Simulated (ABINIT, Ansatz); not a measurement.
# TiO2 (Rutile): G0W0 on several meshes in ABINIT

Aim: the GW shift of TiO2 (Rutile) against the k mesh.

Main program and level: ABINIT 10.8.3; PBE and many-body steps on it, plane waves.

## 1. Set-up

The structure is tetragonal, space group P4_2/mnm (No. 136). Conventional cell: a = 4.592 Å, b = 4.592 Å, c = 2.957 Å, α = 90.00°, β = 90.00°, γ = 90.00°. Ti has 6 O at 1.95 to 1.98 Å nearest. O has 3 Ti at 1.95 to 1.98 Å nearest. Farther neighbours and most contacts between anions are not listed.

The cell and positions come from the Crystallography Open Database and are kept as given unless a step says otherwise.

## 2. Empty states on the mesh, 4×4×4 mesh, 318 bands

This step: ABINIT 10.8.3; DFT, PBE, plane waves, norm-conserving pseudopotentials.

The sums over transitions need many empty states on a uniform mesh; this step solves for them.

run.abi reads:

```
acell 3*1.0 Angstrom
rprim 
  4.592200000000 0.000000000000 0.000000000000
  0.000000000000 4.592200000000 0.000000000000
  0.000000000000 0.000000000000 2.957400000000
ntypat 2
znucl 22 8
natom 6
typat 1 1 2 2 2 2
xred 
  0.000000000000 0.000000000000 0.000000000000
  0.500000000000 0.500000000000 0.500000000000
  0.304960000000 0.304960000000 0.000000000000
  0.195040000000 0.804960000000 0.500000000000
  0.695040000000 0.695040000000 0.000000000000
  0.804960000000 0.195040000000 0.500000000000
pp_dirpath "pseudos"
pseudos "Ti.upf, O.upf"
ecut 38
ngkpt 4 4 4
nshiftk 1
shiftk 0 0 0
kptopt 1
chksymbreak 0
irdden 1
istwfk *1
nband 318
prtvol 0
optdriver 6
gwr_task "HDIAGO"
paral_kgb 0
occopt 1
indata_prefix "in"
outdata_prefix "out"
tmpdata_prefix "tmp"
```

On the command line:

```bash
$ OMP_NUM_THREADS=1 mpirun -n 16 abinit run.abi > log
```

What it wrote:

```text
.Version 10.8.3 of ABINIT. v10.8.2 released Aug 2026.

 Symmetries : space group P4_2/m n m (#136); Bravais tP (primitive tetrag.)
[... echo of the input left out ...]
== DATASET  1 ==================================================================
-   mpi_nproc: 16, omp_nthreads: 1 (-1 if OMP is not activated)

--- !DatasetInfo
iteration_state: {dtset: 1, }
dimensions: {natom: 6, nkpt: 18, mband: 318, nsppol: 1, nspinor: 1, nspden: 1, mpw: 4748, }
cutoff_energies: {ecut:  38.0, pawecutdg:  -1.0, }
[...]
Direct band gap semiconductor
 Fundamental gap:     1.917 (eV)
   VBM:     5.660 (eV) at k: [ 0.0000E+00,  0.0000E+00,  0.0000E+00]
   CBM:     7.576 (eV) at k: [ 0.0000E+00,  0.0000E+00,  0.0000E+00]
 Direct gap:         1.917 (eV) at k: [ 0.0000E+00,  0.0000E+00,  0.0000E+00]

== END DATASET(S) ==============================================================
================================================================================

 -outvars: echo values of variables after computation  --------
           etotal      0.0000000000E+00
            nband         318
             nkpt          18
          spgroup         136
 [... the other variables as echoed above ...]

 Calculation completed.
```

The job ended after 4.7 min (16 MPI ranks of Arm Neoverse N1, shared host; peak memory 20 GiB; 76 min of CPU time).

Numbers from this step:

```yaml
gap: 1.917 eV
k_of_the_valence_top: 0, 0, 0
k_of_the_conduction_bottom: 0, 0, 0
least_direct_gap: 1.917 eV
k_points_computed: 18
lowest_point_of_the_top_converged_band_above_the_valence_top: 146.1334 eV
```

On this mesh the gap is 1.917 eV.

The density comes from a self-consistent run that is not shown.

## 3. Screening, 4×4×4 mesh, 140 bands, screening to 141.5 eV

The RPA dielectric matrix is built and inverted for each q.

This step: RPA screening on PBE, plane waves, norm-conserving pseudopotentials.

run.abi, as its differences from that of step 2:

```diff
@@ -24,10 +24,11 @@
 chksymbreak 0
-irdden 1
 istwfk *1
-nband 318
-prtvol 0
-optdriver 6
-gwr_task "HDIAGO"
-paral_kgb 0
 occopt 1
+irdwfk 1
+optdriver 3
+nband 140
+ecuteps 5.2
+inclvkb 2
+awtr 1
+symchi 1
 indata_prefix "in"
```

What it wrote:

```text
.Version 10.8.3 of ABINIT. v10.8.2 released Aug 2026.

 Symmetries : space group P4_2/m n m (#136); Bravais tP (primitive tetrag.)
[... echo of the input left out ...]
== DATASET  1 ==================================================================
-   mpi_nproc: 16, omp_nthreads: 1 (-1 if OMP is not activated)

--- !DatasetInfo
iteration_state: {dtset: 1, }
dimensions: {natom: 6, nkpt: 18, mband: 140, nsppol: 1, nspinor: 1, nspden: 1, mpw: 4748, }
cutoff_energies: {ecut:  38.0, pawecutdg:  -1.0, }
electrons: {nelect:   4.80000000E+01, charge:   0.00000000E+00, occopt:   1.00000000E+00, tsmear:   1.00000000E-02, }

 SCREENING: Calculation of the susceptibility and dielectric matrices

 Based on a program developped by R.W. Godby, V. Olevano, G. Onida, and L. Reining.
 Incorporated in ABINIT by V. Olevano, G.-M. Rignanese, and M. Torrent.
.Using double precision arithmetic ; gwpc =  8

[... cell and pseudopotentials left out ...]
--------------------------------------------------------------------------------

 ==== K-mesh for the wavefunctions ====
 Number of points in the irreducible wedge :    18
[... list of points left out ...]
 Together with 16 symmetry operations and time-reversal symmetry
 yields    64 points in the full Brillouin Zone.

 ==== Q-mesh for the screening function ====
 Number of points in the irreducible wedge :    18
[... list of points left out ...]
 Together with 16 symmetry operations and time-reversal symmetry
 yields    64 points in the full Brillouin Zone.

 setmesh: FFT mesh size selected  =    36x   36x   24
          total number of points  =        31104

 vcoul_init : cutoff-mode = AUXILIARY_FUNCTION
 q-points for optical limit:   1
     1)      0.000010    0.000020    0.000030

- screening: taking advantage of time-reversal symmetry
- Maximum band index for partially occupied states nbvw = 24
- Remaining bands to be divided among processors   nbcw = 116
- Number of bands treated by each node ~7

 Number of electrons calculated from density =   48.0000; Expected =   48.0000
 average of density, n =  0.114049
 r_s =    1.2792
 omega_plasma =   32.5763 [eV]

 calculating chi0 at frequencies [eV] :
  1    0.000000E+00    0.000000E+00
  2    0.000000E+00    3.257632E+01

--------------------------------------------------------------------------------
  q-point number  1        q = ( 0.000000, 0.000000, 0.000000) [r.l.u.]
--------------------------------------------------------------------------------
[... chi0 elements left out ...]
 For q-point:  0.000010 0.000020 0.000030
  dielectric constant =   8.5540
  dielectric constant without local fields =   8.9685

  Average fulfillment of the sum rule on Im[epsilon] for q-point    1 :     62.22  [%]
[... wings left out ...]
  q-point number  2        q = ( 0.250000, 0.000000, 0.000000) [r.l.u.]
--------------------------------------------------------------------------------
[... chi0 elements left out ...]
  Average fulfillment of the sum rule on Im[epsilon] for q-point    2 :     72.98  [%]

 [... 16 further q-points ...]
```

Wall time 4.1 min (16 MPI ranks); peak memory 6.6 GiB; 65 min of CPU time.

Numbers from this step:

| Item | Value |
| --- | --- |
| ε∞ with local fields, on this mesh, along the program's q direction | 8.554 |
| the same without local fields | 8.969 |
| plasma frequency | 32.58 eV |
| plane waves in the screening matrix | 249 |

Local fields lower ε∞ by 5 %. On a Γ-centred mesh this coarse the value itself is usually too large, while a short band sum pulls it down.

## 4. 4×4×4

The self-energy is evaluated for the states that the input lists, and the levels follow from it, in one-shot runs by the linearised quasiparticle equation.

This step: G0W0 on PBE, plane waves, norm-conserving pseudopotentials.

run.abi, as its differences from that of step 3:

```diff
@@ -27,8 +27,15 @@
 irdwfk 1
-optdriver 3
+optdriver 4
 nband 140
+gwcalctyp 0
+ecutsigx 38
+symsigma 1
+nkptgw 1
+kptgw 
+  0.0000000000 0.0000000000 0.0000000000
+bdgw 
+  22 26
 ecuteps 5.2
-inclvkb 2
-awtr 1
-symchi 1
+irdscr 1
+ppmodel 1
 indata_prefix "in"
```

What it wrote:

```text
.Version 10.8.3 of ABINIT. v10.8.2 released Aug 2026.

 Symmetries : space group P4_2/m n m (#136); Bravais tP (primitive tetrag.)
[... echo of the input left out ...]
== DATASET  1 ==================================================================
-   mpi_nproc: 16, omp_nthreads: 1 (-1 if OMP is not activated)

--- !DatasetInfo
iteration_state: {dtset: 1, }
dimensions: {natom: 6, nkpt: 18, mband: 140, nsppol: 1, nspinor: 1, nspden: 1, mpw: 4748, }
cutoff_energies: {ecut:  38.0, pawecutdg:  -1.0, }
electrons: {nelect:   4.80000000E+01, charge:   0.00000000E+00, occopt:   1.00000000E+00, tsmear:   1.00000000E-02, }

 SIGMA: Calculation of the GW corrections

 Based on a program developped by R.W. Godby, V. Olevano, G. Onida, and L. Reining.
 Incorporated in ABINIT by V. Olevano, G.-M. Rignanese, and M. Torrent.
.Using double precision arithmetic ; gwpc =  8

[... cell and pseudopotentials left out ...]
--------------------------------------------------------------------------------

 ==== K-mesh for the wavefunctions ====
 Number of points in the irreducible wedge :    18
[... list of points left out ...]
 Together with 16 symmetry operations and time-reversal symmetry
 yields    64 points in the full Brillouin Zone.

 ==== Q-mesh for screening function ====
 Number of points in the irreducible wedge :    18
[... list of points left out ...]
 Together with 16 symmetry operations and time-reversal symmetry
 yields    64 points in the full Brillouin Zone.

 vcoul_init : cutoff-mode = AUXILIARY_FUNCTION
 q-points for optical limit:   1
     1)      0.000010    0.000020    0.000030
 setmesh: FFT mesh size selected  =    50x   50x   32
          total number of points  =        80000

 Number of electrons calculated from density =   48.0000; Expected =   48.0000
 average of density, n =  0.114049
 r_s =    1.2792
 omega_plasma =   32.5763 [eV]

 === KS Band Gaps ===
  >>>> For spin  1
   Minimum direct gap =   1.9166 [eV], located at k-point      :   0.0000  0.0000  0.0000
   Fundamental gap    =   1.9166 [eV], Top of valence bands at :   0.0000  0.0000  0.0000
                                       Bottom of conduction at :   0.0000  0.0000  0.0000
 SIGMA fundamental parameters:
 PLASMON POLE MODEL  1
 number of plane-waves for SigmaX                 4679
 number of plane-waves for SigmaC and W            249
 number of plane-waves for wavefunctions          4679
 number of bands                                   140
 number of independent spin polarizations            1
 number of spinorial components                      1
 number of k-points in IBZ                          18
 number of q-points in IBZ                          18
 number of symmetry operations                      16
 number of k-points in BZ                           64
 number of q-points in BZ                           64
 number of frequencies for dSigma/dE                 9
 frequency step for dSigma/dE [eV]                0.25
 number of omega for Sigma on real axis              0
 max omega for Sigma on real axis  [eV]           0.00
 zcut for avoiding poles [eV]                     0.10

 EPSILON^-1 parameters (SCR file):
 dimension of the eps^-1 matrix on file            249
 dimension of the eps^-1 matrix used               249
 number of plane-waves for wavefunctions          4679
 number of bands                                   140
 number of q-points in IBZ                          18
 number of frequencies                               2
 number of real frequencies                          1
 number of imag frequencies                          1

 matrix elements of self-energy operator (all in [eV])

 Perturbative Calculation

--- !SelfEnergy_ee
iteration_state: {dtset: 1, }
kpoint     : [   0.000,    0.000,    0.000, ]
spin       : 1
KS_gap     :    1.917
QP_gap     :    3.375
Delta_QP_KS:    1.459
data: !SigmaeeData |
     Band     E0 <VxcDFT>   SigX SigC(E0)      Z dSigC/dE  Sig(E)    E-E0       E
       22   5.208 -20.672 -25.174   4.748   0.771  -0.297 -20.483   0.189   5.397
       23   5.208 -20.672 -25.174   4.748   0.771  -0.297 -20.483   0.189   5.397
       24   5.660 -20.448 -25.098   4.929   0.765  -0.308 -20.235   0.213   5.873
       25   7.576 -20.150 -12.063  -5.939   0.779  -0.284 -18.478   1.672   9.248
       26   7.879 -19.778 -12.069  -5.685   0.780  -0.282 -18.199   1.579   9.458

== END DATASET(S) ==============================================================
================================================================================

 -outvars: echo values of variables after computation  --------
           etotal      0.0000000000E+00
            nband         140
             nkpt          18
          spgroup         136
 [... the other variables as echoed above ...]

 Calculation completed.
```

Run time: 9.2 s. Hardware: 16 MPI ranks; peak memory 3.2 GiB; 2.4 min of CPU time.

This step gave:

```
G0W0 gap on the points computed              : 3.375 eV
starting gap on the mesh                     : 1.917 eV
k of the valence top                         : 0, 0, 0
k of the conduction bottom                   : 0, 0, 0
Z at the valence top                         : 0.765
Z at the conduction bottom                   : 0.779
least direct G0W0 gap on the computed points : 3.375 eV
```

The gap on the mesh goes from 1.92 eV to 3.37 eV, a correction of +1.46 eV.

## 5. Empty states on the mesh, 2×2×4 mesh, 148 bands

This step: DFT, PBE, plane waves, norm-conserving pseudopotentials.

run.abi, as its differences from that of step 4:

```diff
@@ -19,3 +19,3 @@
 ecut 38
-ngkpt 4 4 4
+ngkpt 2 2 4
 nshiftk 1
@@ -24,18 +24,10 @@
 chksymbreak 0
+irdden 1
 istwfk *1
+nband 148
+prtvol 0
+optdriver 6
+gwr_task "HDIAGO"
+paral_kgb 0
 occopt 1
-irdwfk 1
-optdriver 4
-nband 140
-gwcalctyp 0
-ecutsigx 38
-symsigma 1
-nkptgw 1
-kptgw 
-  0.0000000000 0.0000000000 0.0000000000
-bdgw 
-  22 26
-ecuteps 5.2
-irdscr 1
-ppmodel 1
 indata_prefix "in"
```

What it wrote:

```text
[banner, memory and clock lines left out]
.Version 10.8.3 of ABINIT. v10.8.2 released Aug 2026.

 Symmetries : space group P4_2/m n m (#136); Bravais tP (primitive tetrag.)
[... echo of the input left out ...]
== DATASET  1 ==================================================================
-   mpi_nproc: 16, omp_nthreads: 1 (-1 if OMP is not activated)

--- !DatasetInfo
iteration_state: {dtset: 1, }
dimensions: {natom: 6, nkpt: 9, mband: 148, nsppol: 1, nspinor: 1, nspden: 1, mpw: 4748, }
cutoff_energies: {ecut:  38.0, pawecutdg:  -1.0, }
[...]
Integrated=    4.8000E+01

 === KS gaps after direct diagonalization ===
 Direct band gap semiconductor
 Fundamental gap:     1.917 (eV)
   VBM:     5.660 (eV) at k: [ 0.0000E+00,  0.0000E+00,  0.0000E+00]
   CBM:     7.576 (eV) at k: [ 0.0000E+00,  0.0000E+00,  0.0000E+00]
 Direct gap:         1.917 (eV) at k: [ 0.0000E+00,  0.0000E+00,  0.0000E+00]

== END DATASET(S) ==============================================================

 -outvars: echo values of variables after computation  --------
           etotal      0.0000000000E+00
            nband         148
             nkpt           9
          spgroup         136
 [... the other variables as echoed above ...]

 Calculation completed.
```

Run time: 2.5 min. Hardware: 16 MPI ranks; peak memory 16 GiB.

This step gave:

```yaml
gap: 1.917 eV
k_of_the_valence_top: 0, 0, 0
k_of_the_conduction_bottom: 0, 0, 0
least_direct_gap: 1.917 eV
k_points_computed: 9
lowest_point_of_the_top_converged_band_above_the_valence_top: 76.8672 eV
```

On this mesh the gap is 1.917 eV.

## 6. Screening, 2×2×4 mesh, 140 bands, screening to 141.5 eV

This step: RPA screening on PBE, plane waves, norm-conserving pseudopotentials.

run.abi, as its differences from that of step 5:

```diff
@@ -24,10 +24,11 @@
 chksymbreak 0
-irdden 1
 istwfk *1
-nband 148
-prtvol 0
-optdriver 6
-gwr_task "HDIAGO"
-paral_kgb 0
 occopt 1
+irdwfk 1
+optdriver 3
+nband 140
+ecuteps 5.2
+inclvkb 2
+awtr 1
+symchi 1
 indata_prefix "in"
```

What it wrote:

```text
.Version 10.8.3 of ABINIT. v10.8.2 released Aug 2026.

 Symmetries : space group P4_2/m n m (#136); Bravais tP (primitive tetrag.)
[... echo of the input left out ...]
== DATASET  1 ==================================================================
-   mpi_nproc: 16, omp_nthreads: 1 (-1 if OMP is not activated)

--- !DatasetInfo
iteration_state: {dtset: 1, }
dimensions: {natom: 6, nkpt: 9, mband: 140, nsppol: 1, nspinor: 1, nspden: 1, mpw: 4748, }
cutoff_energies: {ecut:  38.0, pawecutdg:  -1.0, }
electrons: {nelect:   4.80000000E+01, charge:   0.00000000E+00, occopt:   1.00000000E+00, tsmear:   1.00000000E-02, }

 SCREENING: Calculation of the susceptibility and dielectric matrices

 Based on a program developped by R.W. Godby, V. Olevano, G. Onida, and L. Reining.
 Incorporated in ABINIT by V. Olevano, G.-M. Rignanese, and M. Torrent.
.Using double precision arithmetic ; gwpc =  8

[... cell and pseudopotentials left out ...]
--------------------------------------------------------------------------------

 ==== K-mesh for the wavefunctions ====
 Number of points in the irreducible wedge :     9
[... list of points left out ...]
 Together with 16 symmetry operations and time-reversal symmetry
 yields    16 points in the full Brillouin Zone.

 ==== Q-mesh for the screening function ====
 Number of points in the irreducible wedge :     9
[... list of points left out ...]
 Together with 16 symmetry operations and time-reversal symmetry
 yields    16 points in the full Brillouin Zone.

 setmesh: FFT mesh size selected  =    36x   36x   24
          total number of points  =        31104

 vcoul_init : cutoff-mode = AUXILIARY_FUNCTION
 q-points for optical limit:   1
     1)      0.000010    0.000020    0.000030

- screening: taking advantage of time-reversal symmetry
- Maximum band index for partially occupied states nbvw = 24
- Remaining bands to be divided among processors   nbcw = 116
- Number of bands treated by each node ~7

 Number of electrons calculated from density =   48.0000; Expected =   48.0000
 average of density, n =  0.114049
 r_s =    1.2792
 omega_plasma =   32.5763 [eV]

 calculating chi0 at frequencies [eV] :
  1    0.000000E+00    0.000000E+00
  2    0.000000E+00    3.257632E+01

--------------------------------------------------------------------------------
  q-point number  1        q = ( 0.000000, 0.000000, 0.000000) [r.l.u.]
--------------------------------------------------------------------------------
[... chi0 elements left out ...]
 For q-point:  0.000010 0.000020 0.000030
  dielectric constant =   8.9024
  dielectric constant without local fields =   9.3350

  Average fulfillment of the sum rule on Im[epsilon] for q-point    1 :     62.16  [%]
[... wings left out ...]
  q-point number  2        q = ( 0.500000, 0.000000, 0.000000) [r.l.u.]
--------------------------------------------------------------------------------
[... chi0 elements left out ...]
  Average fulfillment of the sum rule on Im[epsilon] for q-point    2 :     69.08  [%]

 [... 7 further q-points ...]
```

The job ended after 55 s (16 MPI ranks; peak memory 4 GiB).

This step gave:

| Property | Result |
| --- | --- |
| ε∞ with local fields, on this mesh, along the program's q direction | 8.902 |
| the same without local fields | 9.335 |
| plasma frequency | 32.58 eV |
| plane waves in the screening matrix | 249 |

(Part 1 of 2 ends here.)

[Paths, hosts, dates, memory and timing lines, banners, echoed tables and standing remarks are left out of the program output.]

[Logs are printed without paths, hosts, clocks, repeated set-up lines and the standing remarks that a program may print on its own settings, such as how far it seeks lower states.]

[Runs of the session that timed out or met a known fault of the program may be left out.]

[Hosts, paths, dates, database ids (printed as entryN), source tags and the programs' standing remarks are cut or masked in the printed files.]

[G0W0 gaps are taken among the corrected bands and points alone; a level outside them can change the order at an edge.]

[Where Ansatz stands beside ABINIT at settings called matched, ABINIT's density can come from a denser mesh and the files from another edition; pairs whose starting gaps differed by over 0.03 eV were left out, so agreement reads better than it is.]
